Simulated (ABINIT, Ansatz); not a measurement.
# A GW chain in ABINIT: CdS (Hawleyite), part 2 of 3

How does a plane-wave GW calculation on CdS (Hawleyite) run from the first input to the gap?

ABINIT 10.8.3; PBE and many-body steps on it, plane waves. Known limits of the many-body steps: short of the basis limit; no spin-orbit coupling; coarse k mesh.

So far. Step 2 (Ground state): The gap is direct, at Γ.

**3. Bands along the symmetry lines**

Level of this step: DFT, PBE, plane waves, norm-conserving pseudopotentials (ABINIT).

Levels along a band path, at the cheap level, show where the edges lie and whether the meshes to come will hold them.

The input, run.abi:

```
acell 3*1.0 Angstrom
rprim 
  -0.000000000000 2.916500000000 2.916500000000
  2.916500000000 -0.000000000000 2.916500000000
  2.916500000000 2.916500000000 -0.000000000000
ntypat 2
znucl 48 16
natom 2
typat 1 2
xred 
  0.000000000000 0.000000000000 0.000000000000
  0.250000000000 0.250000000000 0.250000000000
pp_dirpath "pseudos"
pseudos "Cd.upf, S.upf"
ecut 47
iscf -2
irdden 1
kptopt 0
nkpt 50
kpt 
  0.00000000 0.00000000 0.00000000
  -0.06250000 -0.06250000 0.00000000
  -0.12500000 -0.12500000 0.00000000
  -0.18750000 -0.18750000 0.00000000
  -0.25000000 -0.25000000 0.00000000
  -0.31250000 -0.31250000 0.00000000
  -0.37500000 -0.37500000 0.00000000
  -0.43750000 -0.43750000 0.00000000
  -0.50000000 -0.50000000 0.00000000
  -0.48437500 -0.48437500 0.03125000
  -0.46875000 -0.46875000 0.06250000
  -0.45312500 -0.45312500 0.09375000
  -0.43750000 -0.43750000 0.12500000
  -0.42187500 -0.42187500 0.15625000
  -0.40625000 -0.40625000 0.18750000
  -0.39062500 -0.39062500 0.21875000
  -0.37500000 -0.37500000 0.25000000
  -0.37500000 0.00000000 0.37500000
  -0.32812500 0.00000000 0.32812500
  -0.28125000 0.00000000 0.28125000
  -0.23437500 0.00000000 0.23437500
  -0.18750000 0.00000000 0.18750000
  -0.14062500 0.00000000 0.14062500
  -0.09375000 0.00000000 0.09375000
  -0.04687500 0.00000000 0.04687500
  0.00000000 0.00000000 0.00000000
  0.00000000 0.00000000 0.06250000
  0.00000000 0.00000000 0.12500000
  0.00000000 0.00000000 0.18750000
  0.00000000 0.00000000 0.25000000
  0.00000000 0.00000000 0.31250000
  0.00000000 0.00000000 0.37500000
  0.00000000 0.00000000 0.43750000
  0.00000000 0.00000000 0.50000000
  -0.06250000 -0.03125000 0.46875000
  -0.12500000 -0.06250000 0.43750000
  -0.18750000 -0.09375000 0.40625000
  -0.25000000 -0.12500000 0.37500000
  -0.31250000 -0.15625000 0.34375000
  -0.37500000 -0.18750000 0.31250000
  -0.43750000 -0.21875000 0.28125000
  -0.50000000 -0.25000000 0.25000000
  -0.50000000 -0.28125000 0.21875000
  -0.50000000 -0.31250000 0.18750000
  -0.50000000 -0.34375000 0.15625000
  -0.50000000 -0.37500000 0.12500000
  -0.50000000 -0.40625000 0.09375000
  -0.50000000 -0.43750000 0.06250000
  -0.50000000 -0.46875000 0.03125000
  -0.50000000 -0.50000000 0.00000000
istwfk *1
nband 20
nbdbuf 2
tolwfr 1e-08
nstep 40
prtwf 0
prtvol 0
indata_prefix "in"
outdata_prefix "out"
tmpdata_prefix "tmp"
```

Launch:

```
$ OMP_NUM_THREADS=1 mpirun -n 8 abinit run.abi > log
```

Standard output:

```text
.Version 10.8.3 of ABINIT. v10.8.2 released Aug 2026.

 Symmetries : space group F-4 3 m (#216); Bravais cF (face-center cubic)
[... echo of the input left out ...]
== DATASET  1 ==================================================================
-   mpi_nproc: 8, omp_nthreads: 1 (-1 if OMP is not activated)

--- !DatasetInfo
iteration_state: {dtset: 1, }
dimensions: {natom: 2, nkpt: 50, mband: 20, nsppol: 1, nspinor: 1, nspden: 1, mpw: 5180, }
cutoff_energies: {ecut:  47.0, pawecutdg:  -1.0, }
electrons: {nelect:   2.60000000E+01, charge:   0.00000000E+00, occopt:   1.00000000E+00, tsmear:   1.00000000E-02, }

 Real(R)+Recip(G) space primitive vectors, cartesian coordinates (Bohr,Bohr^-1):
 R(1)=  0.0000000  5.5113862  5.5113862  G(1)= -0.0907213  0.0907213  0.0907213
 R(2)=  5.5113862  0.0000000  5.5113862  G(2)=  0.0907213 -0.0907213  0.0907213
 R(3)=  5.5113862  5.5113862  0.0000000  G(3)=  0.0907213  0.0907213 -0.0907213
 Unit cell volume ucvol=  3.3482088E+02 bohr^3
 Angles (23,13,12)=  6.00000000E+01  6.00000000E+01  6.00000000E+01 degrees

 getcut: wavevector=  0.0000  0.0000  0.0000  ngfft=  50  50  50
         ecut(hartree)=     47.000   => boxcut(ratio)=   2.07948

--- Pseudopotential description ------------------------------------------------
- Cd Generated using ONCVPSP code by D. R. Hamann
- 48.00000  20.00000  171031                  znucl, zion, pspdat
12 -101130 2 -1 1368                          pspcod,pspxc,lmax,lloc,mmax
     nproj     2     2     2
  pspatm : epsatm=   23.16453630
         --- l  ekb(1:nproj) -->
             0   51.917189    3.534234
             1    8.636196    1.282240
             2    0.687672   -0.678465
 pspatm: atomic psp has been read  and splines computed

- S Generated using ONCVPSP code by D. R. Hamann
- 16.00000   6.00000  171031                  znucl, zion, pspdat
12 -101130 2 -1 1146                          pspcod,pspxc,lmax,lloc,mmax
     nproj     2     2     2
  pspatm : epsatm=    9.01821529
         --- l  ekb(1:nproj) -->
[...]
pspatm: atomic psp has been read  and splines computed

--------------------------------------------------------------------------------

================================================================================
 prteigrs : about to open file out_EIG
 Non-SCF case, kpt    1 (  0.00000  0.00000  0.00000), residuals and eigenvalues=
  2.71E-09  8.13E-10  6.41E-09  9.42E-09  9.50E-09  1.53E-09  2.58E-09  6.69E-09
  1.68E-09  7.04E-09  1.61E-09  3.16E-09  8.68E-09  4.34E-09  2.24E-09  2.33E-09
  3.32E-09  9.32E-09  1.44E-08  6.84E-09
 -3.5644E+00 -2.1335E+00 -2.1335E+00 -2.1335E+00 -2.9393E-01 -1.2336E-01
 -1.2336E-01 -1.2336E-01 -1.0576E-01 -1.0576E-01  1.6045E-01  1.6045E-01
  1.6045E-01  2.0252E-01  4.0047E-01  4.0047E-01  4.0047E-01  5.7871E-01
  5.7871E-01  5.8125E-01
 Non-SCF case, kpt    2 ( -0.06250 -0.06250  0.00000), residuals and eigenvalues=
[...]
8.63E-09  9.21E-09  5.08E-07  7.14E-09
[...]
5.7949E-01  5.9359E-01
 Non-SCF case, kpt    3 ( -0.12500 -0.12500  0.00000), residuals and eigenvalues=
[...]
9.82E-09  5.91E-09  7.00E-07  2.45E-05
[...]
5.8178E-01  6.2573E-01
[...]
Non-SCF case, kpt   49 ( -0.50000 -0.46875  0.03125), residuals and eigenvalues=
[...]
6.0945E-01  6.4764E-01
 Non-SCF case, kpt   50 ( -0.50000 -0.50000  0.00000), residuals and eigenvalues=
[...]
-1.1053E-01 -1.1053E-01 -1.0256E-01 -8.9412E-02  1.5419E-02  9.1543E-02
  9.1543E-02  2.9122E-01  3.2049E-01  4.9848E-01  5.5635E-01  5.5635E-01
  6.0497E-01  6.4777E-01

--- !ResultsGS
iteration_state: {dtset: 1, }
comment   : Summary of ground state results
lattice_vectors:
- [ -0.0000000,   5.5113862,   5.5113862, ]
- [  5.5113862,  -0.0000000,   5.5113862, ]
- [  5.5113862,   5.5113862,  -0.0000000, ]
lattice_lengths: [   7.79428,    7.79428,    7.79428, ]
lattice_angles: [ 60.000,  60.000,  60.000, ] # degrees, (23, 13, 12)
lattice_volume:   3.3482088E+02
convergence: {deltae:  0.000E+00, res2:  0.000E+00, residm:  9.999E-09, diffor:  0.000E+00, }
etotal    :  -1.86417562E+02
entropy   :   0.00000000E+00
fermie    :   1.60449132E-01
cartesian_stress_tensor: null
pressure_GPa: null
xred      :
- [  0.0000E+00,   0.0000E+00,   0.0000E+00, Cd]
- [  2.5000E-01,   2.5000E-01,   2.5000E-01,  S]
cartesian_forces: null
force_length_stats: {min: null, max: null, mean: null, }

 Integrated electronic density in atomic spheres:
 ------------------------------------------------
 Atom  Sphere_radius  Integrated_density
[...]
================================================================================

 ----iterations are completed or convergence reached----

 Mean square residual over all n,k,spin=   49.830E-10; max=  99.989E-10
 reduced coordinates (array xred) for    2 atoms
       0.000000      0.000000      0.000000
       0.250000      0.250000      0.250000

 cartesian coordinates (angstrom) at end:
[...]
length scales=  1.889726  1.889726  1.889726 bohr
              =  1.000000  1.000000  1.000000 angstroms
 prteigrs : about to open file out_EIG
 Eigenvalues (hartree) for nkpt=  50  k points:
 kpt#   1, nband= 20, wtk=  1.00000, kpt=  0.0000  0.0000  0.0000 (reduced coord)
[...]
kpt#   2, nband= 20, wtk=  1.00000, kpt= -0.0625 -0.0625  0.0000 (reduced coord)
[...]
kpt#   3, nband= 20, wtk=  1.00000, kpt= -0.1250 -0.1250  0.0000 (reduced coord)
[...]
kpt#  49, nband= 20, wtk=  1.00000, kpt= -0.5000 -0.4687  0.0313 (reduced coord)
[...]
0.54874    0.55682    0.60945    0.64764
 kpt#  50, nband= 20, wtk=  1.00000, kpt= -0.5000 -0.5000  0.0000 (reduced coord)
  -3.56438   -2.13353   -2.13352   -2.13352   -0.27338   -0.11552   -0.11053   -0.11053
  -0.10256   -0.08941    0.01542    0.09154    0.09154    0.29122    0.32049    0.49848
   0.55635    0.55635    0.60497    0.64777

== END DATASET(S) ==============================================================
================================================================================

 -outvars: echo values of variables after computation  --------
            nband          20
             nkpt          50
          spgroup         216
 [... the other variables as echoed above ...]

 Calculation completed.
```

The job ended after 12 s (8 MPI ranks of Intel Xeon 6975P-C (Granite Rapids), shared host; peak memory 0.68 GiB).

This step gave:

| Quantity | Value |
| --- | --- |
| gap | 1.145 eV |
| k of the valence top | 0, 0, 0 |
| k of the conduction bottom | 0, 0, 0 |
| least direct gap | 1.145 eV |

The gap is 1.145 eV, as in the run before at this level.

Electronic bands along the path, in eV, zero at the top of the highest filled band:

| point | band 10 | band 11 | band 12 | band 13 | band 14 | band 15 | band 16 | band 17 |
| --- | --- | --- | --- | --- | --- | --- | --- | --- |
| Γ | -7.24 | 0.00 | 0.00 | 0.00 | 1.14 | 6.53 | 6.53 | 6.53 |
| halfway | -7.20 | -2.31 | -1.02 | -1.02 | 3.59 | 4.82 | 8.12 | 8.12 |
| X | -6.80 | -3.95 | -1.88 | -1.88 | 3.56 | 4.35 | 9.20 | 10.77 |
| halfway | -6.74 | -3.94 | -2.15 | -1.78 | 3.85 | 4.66 | 8.94 | 10.01 |
| U | -6.67 | -3.93 | -2.53 | -1.52 | 4.24 | 5.45 | 8.48 | 9.01 |
| jump to K | -6.67 | -3.93 | -2.53 | -1.52 | 4.24 | 5.45 | 8.48 | 9.01 |
| halfway | -7.19 | -2.75 | -1.36 | -0.42 | 3.61 | 6.10 | 6.75 | 7.27 |
| Γ | -7.24 | 0.00 | 0.00 | 0.00 | 1.14 | 6.53 | 6.53 | 6.53 |
| halfway | -7.24 | -2.49 | -0.40 | -0.40 | 2.78 | 6.28 | 7.03 | 7.03 |
| L | -6.86 | -4.39 | -0.75 | -0.75 | 3.01 | 7.00 | 7.00 | 7.46 |
| halfway | -6.75 | -4.11 | -1.93 | -1.22 | 4.38 | 5.81 | 7.21 | 8.35 |
| W | -6.61 | -3.89 | -2.26 | -2.18 | 5.42 | 5.43 | 7.23 | 8.04 |
| halfway | -6.70 | -3.92 | -2.08 | -2.03 | 4.26 | 4.83 | 8.67 | 8.94 |
| X | -6.80 | -3.95 | -1.88 | -1.88 | 3.56 | 4.35 | 9.20 | 10.77 |

**4. Empty states on the mesh, 4×4×4 mesh, 119 bands**

The sums over transitions need many empty states on a uniform mesh; this step solves for them.

The input, run.abi:

```
acell 3*1.0 Angstrom
rprim 
  -0.000000000000 2.916500000000 2.916500000000
  2.916500000000 -0.000000000000 2.916500000000
  2.916500000000 2.916500000000 -0.000000000000
ntypat 2
znucl 48 16
natom 2
typat 1 2
xred 
  0.000000000000 0.000000000000 0.000000000000
  0.250000000000 0.250000000000 0.250000000000
pp_dirpath "pseudos"
pseudos "Cd.upf, S.upf"
ecut 47
ngkpt 4 4 4
nshiftk 1
shiftk 0 0 0
kptopt 1
chksymbreak 0
iscf -2
irdden 1
istwfk *1
nband 119
nbdbuf 10
tolwfr 1e-09
nstep 60
prtvol 0
indata_prefix "in"
outdata_prefix "out"
tmpdata_prefix "tmp"
```

Standard output:

```text
.Version 10.8.3 of ABINIT. v10.8.2 released Aug 2026.

 Symmetries : space group F-4 3 m (#216); Bravais cF (face-center cubic)
[... echo of the input left out ...]
== DATASET  1 ==================================================================
-   mpi_nproc: 8, omp_nthreads: 1 (-1 if OMP is not activated)

--- !DatasetInfo
iteration_state: {dtset: 1, }
dimensions: {natom: 2, nkpt: 8, mband: 119, nsppol: 1, nspinor: 1, nspden: 1, mpw: 5180, }
cutoff_energies: {ecut:  47.0, pawecutdg:  -1.0, }
electrons: {nelect:   2.60000000E+01, charge:   0.00000000E+00, occopt:   1.00000000E+00, tsmear:   1.00000000E-02, }

 Real(R)+Recip(G) space primitive vectors, cartesian coordinates (Bohr,Bohr^-1):
 R(1)=  0.0000000  5.5113862  5.5113862  G(1)= -0.0907213  0.0907213  0.0907213
 R(2)=  5.5113862  0.0000000  5.5113862  G(2)=  0.0907213 -0.0907213  0.0907213
 R(3)=  5.5113862  5.5113862  0.0000000  G(3)=  0.0907213  0.0907213 -0.0907213
 Unit cell volume ucvol=  3.3482088E+02 bohr^3
 Angles (23,13,12)=  6.00000000E+01  6.00000000E+01  6.00000000E+01 degrees

 getcut: wavevector=  0.0000  0.0000  0.0000  ngfft=  50  50  50
         ecut(hartree)=     47.000   => boxcut(ratio)=   2.07948

--- Pseudopotential description ------------------------------------------------
- Cd Generated using ONCVPSP code by D. R. Hamann
- 48.00000  20.00000  171031                  znucl, zion, pspdat
12 -101130 2 -1 1368                          pspcod,pspxc,lmax,lloc,mmax
     nproj     2     2     2
  pspatm : epsatm=   23.16453630
         --- l  ekb(1:nproj) -->
             0   51.917189    3.534234
             1    8.636196    1.282240
             2    0.687672   -0.678465
 pspatm: atomic psp has been read  and splines computed

- S Generated using ONCVPSP code by D. R. Hamann
- 16.00000   6.00000  171031                  znucl, zion, pspdat
12 -101130 2 -1 1146                          pspcod,pspxc,lmax,lloc,mmax
     nproj     2     2     2
  pspatm : epsatm=    9.01821529
         --- l  ekb(1:nproj) -->
[...]
pspatm: atomic psp has been read  and splines computed

--------------------------------------------------------------------------------

================================================================================
 prteigrs : about to open file out_EIG
 Non-SCF case, kpt    1 (  0.00000  0.00000  0.00000), residuals and eigenvalues=
  7.31E-10  2.67E-10  3.41E-10  7.50E-10  5.42E-10  1.43E-10  1.84E-10  2.71E-10
  1.44E-10  3.99E-10  9.62E-11  2.33E-10  3.89E-10  5.87E-10  4.81E-10  8.18E-10
  9.88E-10  1.85E-10  7.43E-10  8.50E-10  6.05E-11  1.31E-10  4.08E-10  5.03E-10
[...]
6.77E-08  5.50E-08  3.57E-07  3.48E-10  2.34E-06  1.20E-06  2.32E-07
 -3.5644E+00 -2.1335E+00 -2.1335E+00 -2.1335E+00 -2.9393E-01 -1.2336E-01
 -1.2336E-01 -1.2336E-01 -1.0576E-01 -1.0576E-01  1.6045E-01  1.6045E-01
  1.6045E-01  2.0252E-01  4.0047E-01  4.0047E-01  4.0047E-01  5.7871E-01
[...]
3.0891E+00  3.1478E+00  3.1478E+00  3.1478E+00  3.1652E+00  3.1652E+00
  3.1750E+00  3.2113E+00  3.2375E+00  3.2375E+00  3.2375E+00  3.2404E+00
  3.2404E+00  3.2515E+00  3.2515E+00  3.2515E+00  3.3133E+00
 prteigrs : prtvol=0 or 1, do not print more k-points.

--- !ResultsGS
iteration_state: {dtset: 1, }
comment   : Summary of ground state results
lattice_vectors:
- [ -0.0000000,   5.5113862,   5.5113862, ]
- [  5.5113862,  -0.0000000,   5.5113862, ]
- [  5.5113862,   5.5113862,  -0.0000000, ]
lattice_lengths: [   7.79428,    7.79428,    7.79428, ]
lattice_angles: [ 60.000,  60.000,  60.000, ] # degrees, (23, 13, 12)
lattice_volume:   3.3482088E+02
convergence: {deltae:  0.000E+00, res2:  0.000E+00, residm:  9.976E-10, diffor:  0.000E+00, }
etotal    :  -1.86417562E+02
entropy   :   0.00000000E+00
fermie    :   1.60449132E-01
cartesian_stress_tensor: null
pressure_GPa: null
xred      :
- [  0.0000E+00,   0.0000E+00,   0.0000E+00, Cd]
- [  2.5000E-01,   2.5000E-01,   2.5000E-01,  S]
cartesian_forces: null
force_length_stats: {min: null, max: null, mean: null, }

 Integrated electronic density in atomic spheres:
 ------------------------------------------------
 Atom  Sphere_radius  Integrated_density
[...]
================================================================================

 ----iterations are completed or convergence reached----

 Mean square residual over all n,k,spin=   43.902E-11; max=  99.756E-11
 reduced coordinates (array xred) for    2 atoms
       0.000000      0.000000      0.000000
       0.250000      0.250000      0.250000

 cartesian coordinates (angstrom) at end:
    1      0.000000     0.000000     0.000000
    2      1.458250     1.458250     1.458250
 length scales=  1.889726  1.889726  1.889726 bohr
              =  1.000000  1.000000  1.000000 angstroms
 prteigrs : about to open file out_EIG
 Eigenvalues (hartree) for nkpt=   8  k points:
 kpt#   1, nband=119, wtk=  0.01563, kpt=  0.0000  0.0000  0.0000 (reduced coord)
[...]
3.07155    3.08592    3.08592    3.08592    3.08905    3.08905    3.08905    3.14777
   3.14777    3.14777    3.16517    3.16517    3.17503    3.21127    3.23749    3.23749
   3.23749    3.24040    3.24040    3.25147    3.25147    3.25147    3.31331
 prteigrs : prtvol=0 or 1, do not print more k-points.

== END DATASET(S) ==============================================================
================================================================================

 -outvars: echo values of variables after computation  --------
            nband         119
             nkpt           8
          spgroup         216
 [... the other variables as echoed above ...]

 Calculation completed.
```

The job ended after 21 s (8 MPI ranks; peak memory 0.74 GiB).

Numbers from this step:

```
gap                                                           : 1.145 eV
k of the valence top                                          : 0, 0, 0
k of the conduction bottom                                    : 0, 0, 0
least direct gap                                              : 1.145 eV
k points computed                                             : 8
lowest point of the top converged band, above the valence top : 82.0309 eV
```

On this mesh the gap is 1.145 eV.

**5. Screening, 4×4×4 mesh, 109 bands, screening to 149.7 eV**

The RPA dielectric matrix is built and inverted for each q.

This step: RPA screening on PBE, plane waves, norm-conserving pseudopotentials.

run.abi: that of step 4 with these lines changed.

```diff
@@ -20,10 +20,11 @@
 chksymbreak 0
-iscf -2
-irdden 1
 istwfk *1
-nband 119
-nbdbuf 10
-tolwfr 1e-09
-nstep 60
-prtvol 0
+occopt 1
+irdwfk 1
+optdriver 3
+nband 109
+ecuteps 5.5
+inclvkb 2
+awtr 1
+symchi 1
 indata_prefix "in"
```

Standard output:

```text
.Version 10.8.3 of ABINIT. v10.8.2 released Aug 2026.

 Symmetries : space group F-4 3 m (#216); Bravais cF (face-center cubic)
[... echo of the input left out ...]
== DATASET  1 ==================================================================
-   mpi_nproc: 8, omp_nthreads: 1 (-1 if OMP is not activated)

--- !DatasetInfo
iteration_state: {dtset: 1, }
dimensions: {natom: 2, nkpt: 8, mband: 109, nsppol: 1, nspinor: 1, nspden: 1, mpw: 5180, }
cutoff_energies: {ecut:  47.0, pawecutdg:  -1.0, }
electrons: {nelect:   2.60000000E+01, charge:   0.00000000E+00, occopt:   1.00000000E+00, tsmear:   1.00000000E-02, }

 SCREENING: Calculation of the susceptibility and dielectric matrices

 Based on a program developped by R.W. Godby, V. Olevano, G. Onida, and L. Reining.
 Incorporated in ABINIT by V. Olevano, G.-M. Rignanese, and M. Torrent.
.Using double precision arithmetic ; gwpc =  8

[... cell and pseudopotentials left out ...]
--------------------------------------------------------------------------------

 ==== K-mesh for the wavefunctions ====
 Number of points in the irreducible wedge :     8
[... list of points left out ...]
 Together with 24 symmetry operations and time-reversal symmetry
 yields    64 points in the full Brillouin Zone.

 ==== Q-mesh for the screening function ====
 Number of points in the irreducible wedge :     8
[... list of points left out ...]
 Together with 24 symmetry operations and time-reversal symmetry
 yields    64 points in the full Brillouin Zone.

 setmesh: FFT mesh size selected  =    36x   36x   36
          total number of points  =        46656

 vcoul_init : cutoff-mode = AUXILIARY_FUNCTION
 q-points for optical limit:   1
     1)      0.000010    0.000020    0.000030

- screening: taking advantage of time-reversal symmetry
- Maximum band index for partially occupied states nbvw = 13
- Remaining bands to be divided among processors   nbcw = 96
- Number of bands treated by each node ~12

 Number of electrons calculated from density =   26.0000; Expected =   26.0000
 average of density, n =  0.077653
 r_s =    1.4541
 omega_plasma =   26.8804 [eV]

 calculating chi0 at frequencies [eV] :
  1    0.000000E+00    0.000000E+00
  2    0.000000E+00    2.688042E+01

--------------------------------------------------------------------------------
  q-point number  1        q = ( 0.000000, 0.000000, 0.000000) [r.l.u.]
--------------------------------------------------------------------------------
[... chi0 elements left out ...]
 For q-point:  0.000010 0.000020 0.000030
  dielectric constant =  11.0747
  dielectric constant without local fields =  11.7761

  Average fulfillment of the sum rule on Im[epsilon] for q-point    1 :     64.56  [%]
[... wings left out ...]
  q-point number  2        q = ( 0.250000, 0.000000, 0.000000) [r.l.u.]
--------------------------------------------------------------------------------
[... chi0 elements left out ...]
  Average fulfillment of the sum rule on Im[epsilon] for q-point    2 :     76.70  [%]

 [... 6 further q-points ...]
```

The job ended after 20 s (8 MPI ranks; peak memory 2.1 GiB; 2.6 min of CPU time).

Numbers from this step:

| Item | Value |
| --- | --- |
| ε∞ with local fields, on this mesh | 11.07 |
| ε∞ without local fields, on this mesh | 11.78 |
| plasma frequency | 26.88 eV |
| plane waves in the screening matrix | 181 |

Local fields lower ε∞ by 6 %. On a Γ-centred mesh this coarse the value itself is usually too large, while a short band sum pulls it down.

[end of part 2 of 3]

[Long decimals in the printed logs are rounded to 6 places.]

[Logs are printed without paths, hosts, clocks, repeated set-up lines and the standing remarks that a program may print on its own settings, such as how far it seeks lower states.]

[Paths, hosts, dates, memory and timing lines, banners, echoed tables and standing remarks are left out of the program output; an Ansatz launch command may be rebuilt from the run's recorded settings. Measured values are a selection of at most five: reports struck by readers or far from the other reports are left out. None is set beside runs whose start may be inverted or whose files or cutoffs have a known fault.]

[Runs of the session that timed out or met a known fault of the program may be left out.]

[Hosts, paths, dates, database ids (printed as entryN), source tags and the programs' standing remarks are cut or masked in the printed files.]

[G0W0 gaps are taken among the corrected bands and points alone; a level outside them can change the order at an edge.]

[Where Ansatz stands beside ABINIT at settings called matched, ABINIT's density can come from a denser mesh and the files from another edition; pairs whose starting gaps differed by over 0.03 eV were left out, so agreement reads better than it is.]
